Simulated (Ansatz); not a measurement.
## Al2CdOs3, from a guessed structure to a relaxed one

This structure for Al2CdOs3 is made up. Its elements were placed in a known structure type with a cell scaled to their sizes. What cell does the guess relax to, and how far off was it?

Program: Ansatz 0.2.0. Level of theory: DFT, PBE, plane-wave PAW, files of the set soft_1, scalar-relativistic, no spin, cell and ions relaxed at zero pressure; PAW set soft_1, in the first sound run; inputs show where later runs differ. Results are calculated unless marked as measured.

**1. The starting structure**

The structure is hexagonal, space group P6/mmm (No. 191). The conventional cell has a = 5.726 Å, b = 5.726 Å, c = 2.864 Å, α = 90.00°, β = 90.00°, γ = 120.00°. Nearest to Os lie 4 Al at 2.19 Å and 6 Os at 2.86 Å and 4 Cd at 3.20 Å. Cd has 2 Cd at 2.86 Å and 12 Os at 3.20 Å nearest. Al has 6 Os at 2.19 Å nearest. Farther neighbours are not listed.

**2. Relaxing cell and atoms**

The guess takes its coordinates from another compound and its volume from a rule, so the cell and any free coordinates are relaxed together.

Input file input.yaml:

```yaml
crystal:
  lattice:
    - [5.726, 0.0, 0.0]
    - [-2.863, 4.958861462, 0.0]
    - [0.0, 0.0, 2.864]
  atoms:
    - { symbol: Os, position: [0.0, 0.5, 0.5] }
    - { symbol: Os, position: [0.5, 0.5, 0.5] }
    - { symbol: Os, position: [0.5, 0.0, 0.5] }
    - { symbol: Cd, position: [0.0, 0.0, 0.0] }
    - { symbol: Al, position: [0.666666667, 0.333333333, 0.0] }
    - { symbol: Al, position: [0.333333333, 0.666666667, 0.0] }
kpoints:
  mp_grid: { grid: [6, 6, 9] }
scf:
  occupations: { method: fermi_dirac, width: 0.05 }
hamiltonian:
  xc: pbe
  pseudopotentials: { kind: paw, azcp: { folder: soft_1 } }
relax:
  f_tol: 0.015
  max_steps: 70
  cell: {}
output:
  forces: true
  stress: true
```

Run with:

```sh
$ ansatz run input.yaml --threads 4 --pin off --max-ram 10240MiB --backend cpu --events-out ev --progress --plain --runs-dir out
```

Numbers of over 12 decimals in the logs are rounded to 6 here.

Output:

```text
Engine: ansatz 0.2.0, x86_64-unknown-linux-gnu
Pseudopotentials: kind: paw
Pseudopotential: Os, paw, valence charge 16, recommended cutoff 420 eV (normal), soft_1/Os.paw.azcp
Pseudopotential: Cd, paw, valence charge 20, recommended cutoff 420 eV (normal), soft_1/Cd.paw.azcp
Pseudopotential: Al, paw, valence charge 3, recommended cutoff 420 eV (normal), soft_1/Al.paw.azcp
Functional definition: PBE
  parameter kappa = 0.804
  parameter beta = 0.066725
  exchange = pbe_x(kappa = kappa, mu = beta*pi^2/3)
  correlation = pbe_c(beta = beta)
Crystal: 6 atoms, lattice volume = 81.322 Å³
Basis set: ecut = 420 eV, 1581 PW (Γ), exchange–correlation on 80×80×40 points (8 copies of the dense FFT grid, shifted against one another)
Bands: 45, of which v1, the nominal top of the filled ones, is band 37 counted from 1 (36 counted from 0)
Symmetry: 24 space group operations
Space group: P6/mmm (ITA 191), of the structure as read, at distance tolerance 4.3e-5 Å
k-points: 35 of 324
Non-local potential: Os, projectors of the file, l = 0: 3, l = 1: 2, l = 2: 2, l = 3: 1
Non-local potential: Cd, projectors of the file, l = 0: 3, l = 1: 2, l = 2: 2, l = 3: 1
Non-local potential: Al, projectors of the file, l = 0: 2, l = 1: 2, l = 2: 1
PAW form: soft (Blöchl's): semilocal exchange-correlation on the pseudo side does not see the compensation charge
PAW one-centre angular grid: Os, 590 points (default); XC on 64 Gauss nodes
PAW one-centre angular grid: Cd, 590 points (default); XC on 64 Gauss nodes
PAW one-centre angular grid: Al, 110 points (default); XC on 64 Gauss nodes
Initial density: superposition of atomic densities (chi_scale 0.1, normalization cell, long waves kept (reshape's long-wave potential 0.01 eV rms))
Initial wavefunctions: pseudopotential atomic-orbital guess
Functional: x = pbe(κ = 0.804, μ = 0.219515), c = pbe(β = 0.066725)
SCF iter   1: F=—  HF=-43479.033182 eV  |F-HF|=—  |Δ(HF+E_count)|=         —  Δρ=6.40e-2  dr2=4.14e0  ethr=3.10e-3  ⟨swp⟩=6.5  Hψ=6133  notcnv=0
preconditioner: auto → Kerker (q_TF=auto, 2.686 Å⁻¹)  [metal: Δε(μ)=0.027 eV  Ē_g=8.756 eV  σ=0.050 eV  W_gap=0.13  n_scr=32 (ndim 8)  ℏωp=26.7 eV  f_vac=0.000  D(μ)=5.62/eV (n_scr^D=68)]
SCF iter   2: F=—  HF=-43477.979909 eV  |F-HF|=—  |Δ(HF+E_count)|=    1.05e0  Δρ=3.62e-2  dr2=1.85e0  ethr=3.10e-3  ⟨swp⟩=2.9  Hψ=2701  notcnv=0  defer=53
SCF iter   3: F=—  HF=-43477.393065 eV  |F-HF|=—  |Δ(HF+E_count)|=   5.87e-1  Δρ=9.25e-3  dr2=2.65e-1  ethr=2.49e-3  ⟨swp⟩=2.2  Hψ=2191  notcnv=0  defer=53
SCF iter   4: F=—  HF=-43477.314899 eV  |F-HF|=—  |Δ(HF+E_count)|=   7.82e-2  Δρ=3.72e-3  dr2=3.05e-2  ethr=3.58e-4  ⟨swp⟩=3.7  Hψ=3193  notcnv=0  defer=55
SCF iter   5: F=—  HF=-43477.305405 eV  |F-HF|=—  |Δ(HF+E_count)|=   9.49e-3  Δρ=1.39e-3  dr2=1.46e-3  ethr=4.12e-5  ⟨swp⟩=2.0  Hψ=2449  notcnv=0  defer=55
SCF iter   6: F=—  HF=-43477.304862 eV  |F-HF|=—  |Δ(HF+E_count)|=   5.44e-4  Δρ=2.78e-4  dr2=7.77e-5  ethr=1.97e-6  ⟨swp⟩=2.0  Hψ=2551  notcnv=0  defer=55
SCF iter   7: F=—  HF=-43477.304829 eV  |F-HF|=—  |Δ(HF+E_count)|=   3.29e-5  Δρ=4.96e-5  dr2=1.74e-6  ethr=1.05e-7  ⟨swp⟩=2.1  Hψ=2189  notcnv=0  defer=55
SCF iter   8: F=—  HF=-43477.304829 eV  |F-HF|=—  |Δ(HF+E_count)|=   1.70e-7  Δρ=1.19e-5  dr2=1.38e-7  ethr=2.35e-9  ⟨swp⟩=2.0  Hψ=2131  notcnv=0  defer=55
SCF iter   9: F=-43477.304828 eV  HF=-43477.304828 eV  |F-HF|=3.44e-9  |Δ(HF+E_count)|=   1.33e-8  Δρ=3.02e-6  dr2=9.20e-9  ethr=1.35e-10  ⟨swp⟩=4.0  Hψ=5007  notcnv=0
SCF 1 converged in 9 iterations: F = -43477.304828 eV  dr2 = 9.20e-9
  greatest PAW one-centre occupation: 1.000 electrons in one spin orbital (limit 2), on the Cd atom at site 3 (counted from 0), in its partial waves of l = 0
relax step   1: F+E_penalty+E_count = -43477.30482849 eV  Δ(F+E_penalty+E_count) = +0.000e0 eV  max|allowed force component| = 2.236e-17 eV/Å  Δτ_max = 0.0000 Å  P = +75.002 GPa  Ω = 81.322 Å³  (9 SCF iters, dr2 threshold 1.00e-7 eV, accepted)
Crystal: 6 atoms, lattice volume = 90.702 Å³
Basis set: ecut = 420 eV, 1727 PW (Γ), exchange–correlation on 80×80×40 points (8 copies of the dense FFT grid, shifted against one another)
Initial density: handed on by an earlier stage of this run
Initial wavefunctions: those handed on with the density
iter 1 solved again at ethr=3.81e-4 eV; its pass at ethr=3.10e-3 eV (dr2=2.82e-1 eV) is discarded
SCF iter   1: F=—  HF=-43480.690468 eV  |F-HF|=—  |Δ(HF+E_count)|=         —  Δρ=1.20e-2  dr2=2.80e-1  ethr=3.81e-4  ⟨swp⟩=2.0  Hψ=7034  notcnv=0
preconditioner: auto → Kerker (q_TF=auto, 2.637 Å⁻¹)  [metal: Δε(μ)=0.043 eV  Ē_g=8.022 eV  σ=0.050 eV  W_gap=0.21  n_scr=32 (ndim 8)  ℏωp=25.3 eV  f_vac=0.000  D(μ)=5.41/eV (n_scr^D=68)]
SCF iter   2: F=—  HF=-43480.639213 eV  |F-HF|=—  |Δ(HF+E_count)|=   5.13e-2  Δρ=6.73e-3  dr2=1.28e-1  ethr=3.78e-4  ⟨swp⟩=2.0  Hψ=1701  notcnv=0
SCF iter   3: F=—  HF=-43480.602827 eV  |F-HF|=—  |Δ(HF+E_count)|=   3.64e-2  Δρ=1.74e-3  dr2=1.15e-2  ethr=1.74e-4  ⟨swp⟩=2.3  Hψ=2193  notcnv=0  defer=5
SCF iter   4: F=—  HF=-43480.599483 eV  |F-HF|=—  |Δ(HF+E_count)|=   3.34e-3  Δρ=6.61e-4  dr2=5.66e-4  ethr=1.56e-5  ⟨swp⟩=1.8  Hψ=1946  notcnv=0  defer=6
SCF iter   5: F=—  HF=-43480.599249 eV  |F-HF|=—  |Δ(HF+E_count)|=   2.34e-4  Δρ=2.57e-4  dr2=8.33e-5  ethr=7.65e-7  ⟨swp⟩=2.0  Hψ=2543  notcnv=0  defer=7
SCF iter   6: F=—  HF=-43480.599219 eV  |F-HF|=—  |Δ(HF+E_count)|=   3.06e-5  Δρ=7.20e-5  dr2=3.50e-6  ethr=1.13e-7  ⟨swp⟩=2.0  Hψ=2585  notcnv=0  defer=7
SCF iter   7: F=-43480.599217 eV  HF=-43480.599217 eV  |F-HF|=3.75e-9  |Δ(HF+E_count)|=   1.17e-6  Δρ=1.30e-5  dr2=1.18e-7  ethr=8.11e-10  ⟨swp⟩=4.0  Hψ=5052  notcnv=0
SCF 2 converged in 7 iterations: F = -43480.599217 eV  dr2 = 1.18e-7
relax step   2: F+E_penalty+E_count = -43480.59921747 eV  Δ(F+E_penalty+E_count) = -3.294e0 eV  max|allowed force component| = 3.855e-17 eV/Å  Δτ_max = 0.0000 Å  P = +35.955 GPa  Ω = 90.702 Å³  energy of the carried Pulay correction = -5.554e-3 eV  (7 SCF iters, dr2 threshold 6.00e-7 eV, accepted)
Crystal: 6 atoms, lattice volume = 98.007 Å³
Basis set: ecut = 420 eV, 1913 PW (Γ), exchange–correlation on 80×80×40 points (8 copies of the dense FFT grid, shifted against one another)
iter 1 solved again at ethr=1.98e-4 eV; its pass at ethr=3.10e-3 eV (dr2=1.47e-1 eV) is discarded
SCF iter   1: F=—  HF=-43482.020887 eV  |F-HF|=—  |Δ(HF+E_count)|=         —  Δρ=1.17e-2  dr2=1.46e-1  ethr=1.98e-4  ⟨swp⟩=1.7  Hψ=6967  notcnv=0
preconditioner: auto → Kerker (q_TF=auto, 2.603 Å⁻¹)  [metal: Δε(μ)=0.013 eV  Ē_g=7.482 eV  σ=0.050 eV  W_gap=0.07  n_scr=32 (ndim 8)  ℏωp=24.3 eV  f_vac=0.000  D(μ)=7.84/eV (n_scr^D=98)]
[...]
relax step   9: F+E_penalty+E_count = -43484.23532892 eV  Δ(F+E_penalty+E_count) = -9.267e-4 eV  max|allowed force component| = 1.638e-18 eV/Å  Δτ_max = 0.0000 Å  P = +0.040 GPa  Ω = 98.803 Å³  energy of the carried Pulay correction = -1.021e-2 eV  (6 SCF iters, dr2 threshold 6.00e-7 eV, accepted)
relax step  10: F+E_penalty+E_count = -43484.77825108 eV  Δ(F+E_penalty+E_count) = -5.429e-1 eV  max|allowed force component| = 3.614e-19 eV/Å  Δτ_max = 0.0000 Å  P = +6.277 GPa  Ω = 98.803 Å³  stress off target by 1.71e1 GPa  SCF on the basis re-selected at this cell (its energy is not comparable with the rows above)  (9 SCF iters)
relax step  11: F+E_penalty+E_count = -43485.06099831 eV  Δ(F+E_penalty+E_count) = -2.827e-1 eV  max|allowed force component| = 1.369e-17 eV/Å  Δτ_max = 0.0000 Å  P = +6.120 GPa  Ω = 98.561 Å³  energy of the carried Pulay correction = +4.162e-4 eV  (6 SCF iters, dr2 threshold 6.00e-7 eV, accepted)
relax step  12: F+E_penalty+E_count = -43485.21157737 eV  Δ(F+E_penalty+E_count) = -1.506e-1 eV  max|allowed force component| = 1.137e-17 eV/Å  Δτ_max = 0.0000 Å  P = +1.114 GPa  Ω = 101.060 Å³  energy of the carried Pulay correction = -3.934e-4 eV  (7 SCF iters, dr2 threshold 6.00e-7 eV, accepted)
relax step  13: F+E_penalty+E_count = -43485.21882270 eV  Δ(F+E_penalty+E_count) = -7.245e-3 eV  max|allowed force component| = 6.939e-18 eV/Å  Δτ_max = 0.0000 Å  P = +0.413 GPa  Ω = 101.461 Å³  energy of the carried Pulay correction = -4.849e-4 eV  (6 SCF iters, dr2 threshold 6.00e-7 eV, accepted)
relax step  14: F+E_penalty+E_count = -43485.21883955 eV  Δ(F+E_penalty+E_count) = -1.685e-5 eV  max|allowed force component| = 1.369e-17 eV/Å  Δτ_max = 0.0000 Å  P = -0.361 GPa  Ω = 101.897 Å³  energy of the carried Pulay correction = -7.008e-4 eV  (6 SCF iters, dr2 threshold 6.00e-7 eV, accepted)
relax step  15: F+E_penalty+E_count = -43485.21920195 eV  Δ(F+E_penalty+E_count) = -3.624e-4 eV  max|allowed force component| = 4.433e-18 eV/Å  Δτ_max = 0.0000 Å  P = -0.001 GPa  Ω = 101.692 Å³  energy of the carried Pulay correction = -6.026e-4 eV  (6 SCF iters, dr2 threshold 4.42e-7 eV, accepted)
relax step  16: F+E_penalty+E_count = -43485.22066895 eV  Δ(F+E_penalty+E_count) = -1.467e-3 eV  max|allowed force component| = 2.313e-18 eV/Å  Δτ_max = 0.0000 Å  P = +0.005 GPa  Ω = 101.692 Å³  stress off target by 5.11e-2 GPa  SCF on the basis re-selected at this cell (its energy is not comparable with the rows above)  (6 SCF iters)
relax step  17: F+E_penalty+E_count = -43485.22067476 eV  Δ(F+E_penalty+E_count) = -5.805e-6 eV  max|allowed force component| = 1.041e-17 eV/Å  Δτ_max = 0.0000 Å  P = +0.000 GPa  Ω = 101.695 Å³  energy of the carried Pulay correction = +7.510e-7 eV  (6 SCF iters, dr2 threshold 6.53e-9 eV, accepted)
iter 1 solved again at ethr=8.93e-8 eV; its pass at ethr=3.10e-3 eV (dr2=6.61e-5 eV) is discarded
SCF iter   1: F=—  HF=-43485.220607 eV  |F-HF|=—  |Δ(HF+E_count)|=         —  Δρ=1.51e-5  dr2=5.10e-9  ethr=8.93e-8  ⟨swp⟩=3.8  Hψ=9959  notcnv=0
eigensolver tolerance schedule: the retry pair's looser diagonalisation over-reported the residual by 12949.91 of it (diagonalisation noise at 0.59 of the residual, at the tolerance the schedule requests for it); recorded, not acted on — ethr = c·dr2/N_el stays at c = 1.0e-1
SCF iter   2: F=—  HF=-43485.220673 eV  |F-HF|=—  |Δ(HF+E_count)|=   6.61e-5  Δρ=7.65e-6  dr2=1.32e-9  ethr=6.89e-12  ⟨swp⟩=3.2  Hψ=3914  notcnv=0
iter 3 did not close the SCF: its close was put off for the readings that it lacked (scf_convergence_deferred on its scf_iter line)
SCF iter   3: F=-43485.220674 eV  HF=-43485.220674 eV  |F-HF|=2.98e-9  |Δ(HF+E_count)|=   2.80e-7  Δρ=8.18e-7  dr2=4.32e-11  ethr=1.78e-12  ⟨swp⟩=1.5  Hψ=1603  notcnv=0
iter 4 did not close the SCF: its close was put off for the readings that it lacked (scf_convergence_deferred on its scf_iter line)
SCF iter   4: F=-43485.220674 eV  HF=-43485.220674 eV  |F-HF|=7.28e-12  |Δ(HF+E_count)|=   2.98e-9  Δρ=9.86e-8  dr2=4.79e-12  ethr=1.00e-12  ⟨swp⟩=1.0  Hψ=1575  notcnv=0
iter 5 did not close the SCF: its close was put off for the readings that it lacked (scf_convergence_deferred on its scf_iter line)
SCF iter   5: F=-43485.220674 eV  HF=-43485.220674 eV  |F-HF|=1.46e-11  |Δ(HF+E_count)|=  1.46e-11  Δρ=4.99e-8  dr2=2.17e-12  ethr=1.00e-12  ⟨swp⟩=1.0  Hψ=1575  notcnv=0
iter 6 did not close the SCF: its close was put off for the readings that it lacked (scf_convergence_deferred on its scf_iter line)
SCF iter   6: F=-43485.220674 eV  HF=-43485.220674 eV  |F-HF|=0.00e0  |Δ(HF+E_count)|=    0.00e0  Δρ=1.05e-8  dr2=2.68e-13  ethr=1.00e-12  ⟨swp⟩=1.0  Hψ=1575  notcnv=0
SCF iter   7: F=-43485.220674 eV  HF=-43485.220674 eV  |F-HF|=1.46e-11  |Δ(HF+E_count)|=  2.18e-11  Δρ=9.17e-9  dr2=2.50e-14  ethr=1.00e-12  ⟨swp⟩=1.8  Hψ=3367  notcnv=0
SCF 18 converged in 7 iterations: F = -43485.220674 eV  dr2 = 2.50e-14
relax step  18: F+E_penalty+E_count = -43485.22067359 eV  Δ(F+E_penalty+E_count) = +1.164e-6 eV  max|allowed force component| = 1.156e-17 eV/Å  Δτ_max = 0.0000 Å  P = +0.000 GPa  Ω = 101.695 Å³  stress off target by 1.70e-3 GPa  SCF on the basis re-selected at this cell (its energy is not comparable with the rows above)  (7 SCF iters)
basis re-selected at this cell: Δ(F+E_penalty+E_count) = +1.164e-6 eV, ΔP = -0.000 GPa vs the last step (what re-selecting the basis moved, of the pressure what is left beyond the Pulay correction that the steps carried, after the strain that the cell walked since its last selection, with what the two solves' SCF thresholds leave and, on support functions, any second-order correction that the steps lacked; it is no m [...]
SCF converged after 7 iterations
Free energy (F): -43485.220674 eV
Harris-Foulkes:  -43485.220674 eV  (|F-HF|=1.46e-11)
Internal energy: -43485.173026 eV  (E = F + TS)
E sigma→0 (E₀):  -43485.196850 eV
Entropy (-TS):   -0.047647 eV (-7.941 meV/atom)
Fermi energy:    15.791350 eV
--- Per-component energies (eV) ---
  E_band       = -950.864104
  E_kinetic    = 1960.579723
  E_local      = -7769.241560  (includes V_loc(G=0)·N_el)
  E_nonlocal   = 733.887015
  E_hartree    = 3214.637708
  E_xc         = -931.364250
  E_vxc        = -990.061314  (∫ρ·V_xc dr)
  E_paw        = -32181.201837  (= ΣΔE_a)
  E_vpaw       = -1315.305113  (= ΣTr[D̂ρ^β])
  E_aug_tail   = 0.001729  (compensation charges beyond the density's cutoff)
  E_ewald      = -8512.471553
  E_smearing   = -0.047647  (= −TS)
  E_closure    = -0.000000  (closes the sum)
  Σ components = -43485.220674   (vs F -43485.220674, Δ=0.00e0)
--- Forces (eV/Å), atoms counted from 1 ---
  atom   1  Os     0.00000000     0.00000000     0.00000000
  atom   2  Os     0.00000000    -0.00000000     0.00000000
  atom   3  Os     0.00000000     0.00000000     0.00000000
  atom   4  Cd     0.00000000     0.00000000     0.00000000
  atom   5  Al    -0.00000000    -0.00000000     0.00000000
  atom   6  Al    -0.00000000     0.00000000     0.00000000
  max |Σ_I F_I| component: 1.73e-18 eV/Å
--- Stress (GPa, compression-positive) ---
       -0.000198       0.000000       0.000000
        0.000000      -0.000198       0.000000
        0.000000       0.000000       0.001700
  P = ⅓ Tr σ = 0.0004 GPa (0.004 kbar)
--- Relaxed structure (15 steps of the walk, 15 accepted, 3 SCFs on fresh bases) ---
  F+E_penalty+E_count = -43485.22067359 eV   max|allowed force component| = 1.156e-17 eV/Å   (the final SCF, on the basis selected at the relaxed cell)
  cell:  # Å, volume = 101.6953 Å³
    - [5.306046, 0.0, 0.0]
    - [-2.653023, 4.595171, 0.0]
    - [0.0, 0.0, 4.170885]
  atoms:
    - { symbol: Os, position: [0.0, 0.5, 0.5] }
    - { symbol: Os, position: [0.5, 0.5, 0.5] }
    - { symbol: Os, position: [0.5, 0, 0.5] }
    - { symbol: Cd, position: [0, 0, 0.0] }
    - { symbol: Al, position: [0.666667, 0.333333, 0.0] }
    - { symbol: Al, position: [0.333333, 0.666667, 0.0] }
```

Elapsed: 11 s, on 4 threads of AMD EPYC 9B45 (Zen 5), shared host; peak memory 0.56 GiB.

Step by step:

| step | energy less that of the first step (eV) | largest force component (eV/Å) | pressure (GPa) | volume (Å³) |
| --- | --- | --- | --- | --- |
| 1 | 0.0000 | 0.0000 | 75.00 | 81.32 |
| 2 | -3.2944 | 0.0000 | 35.95 | 90.70 |
| 3 | -4.6698 | 0.0000 | 15.76 | 98.01 |
| 4 | -5.2692 | 0.0000 | 5.74 | 102.44 |
| 5 | -5.7127 | 0.0000 | 2.58 | 103.04 |
| 6 | -6.1842 | 0.0000 | 0.75 | 102.68 |
| 7 | -6.6761 | 0.0000 | -0.25 | 101.34 |
| 8 | -6.9296 | 0.0000 | 0.03 | 98.96 |
| 9 | -6.9305 | 0.0000 | 0.04 | 98.80 |
| 10* | -7.4734 | 0.0000 | 6.28 | 98.80 |
| 11 | -7.7562 | 0.0000 | 6.12 | 98.56 |
| 12 | -7.9067 | 0.0000 | 1.11 | 101.06 |
| 13 | -7.9140 | 0.0000 | 0.41 | 101.46 |
| 14 | -7.9140 | 0.0000 | -0.36 | 101.90 |
| 15 | -7.9144 | 0.0000 | 0.00 | 101.69 |
| 16* | -7.9158 | 0.0000 | 0.00 | 101.69 |
| 17 | -7.9158 | 0.0000 | 0.00 | 101.70 |
| 18* | -7.9158 | 0.0000 | 0.00 | 101.70 |

Relaxation steps marked * repeat the geometry before them on a plane-wave basis chosen anew for their cell, so energy and pressure can jump there.

The run keeps the 24 symmetry operations that it works with, so distortions that break them were not tested.

```
     cell as run  before  after   change
           a (Å)   5.726  5.306   -7.3 %
           b (Å)   5.726  5.306   -7.3 %
           c (Å)   2.864  4.171  +45.6 %
volume (Å³/atom)   13.55  16.95  +25.1 %
```

The relaxed structure:

```xyz
6
Lattice="5.3060 0.0000 0.0000 -2.6530 4.5952 0.0000 0.0000 0.0000 4.1709" Properties=species:S:1:pos:R:3 pbc="T T T"
Os   -1.3265    2.2976    2.0854
Os    1.3265    2.2976    2.0854
Os    2.6530    0.0000    2.0854
Cd    0.0000    0.0000    0.0000
Al    2.6530    1.5317    0.0000
Al    0.0000    3.0634    0.0000
```

Numbers from this step:

- free energy: -43485.2207 eV
- energy at zero smearing: -43485.1968 eV
- smearing term TS: 0.04765 eV
- Fermi energy: 15.79 eV
- electrons: 74
- symmetry operations: 24
- pressure: 4.35e-4 GPa

The shortest distance of each pair, which need not be the same contact before and after:

```
 pair  guess (Å)  relaxed (Å)
Al–Os      2.187        2.588
Os–Os      2.863        2.653
Al–Cd      3.306        3.063
Al–Al      2.864        3.063
Cd–Os      3.201        3.375
```

The relaxation ends with a pressure of 0.00 GPa.

(Continued in part 2 of 2.)

[Logs are printed without paths, hosts, clocks, repeated set-up lines and the standing remarks that a program may print on its own settings, such as how far it seeks lower states.]

[Hosts, paths, dates, database ids (printed as entryN), source tags and the programs' standing remarks are cut or masked in the printed files.]
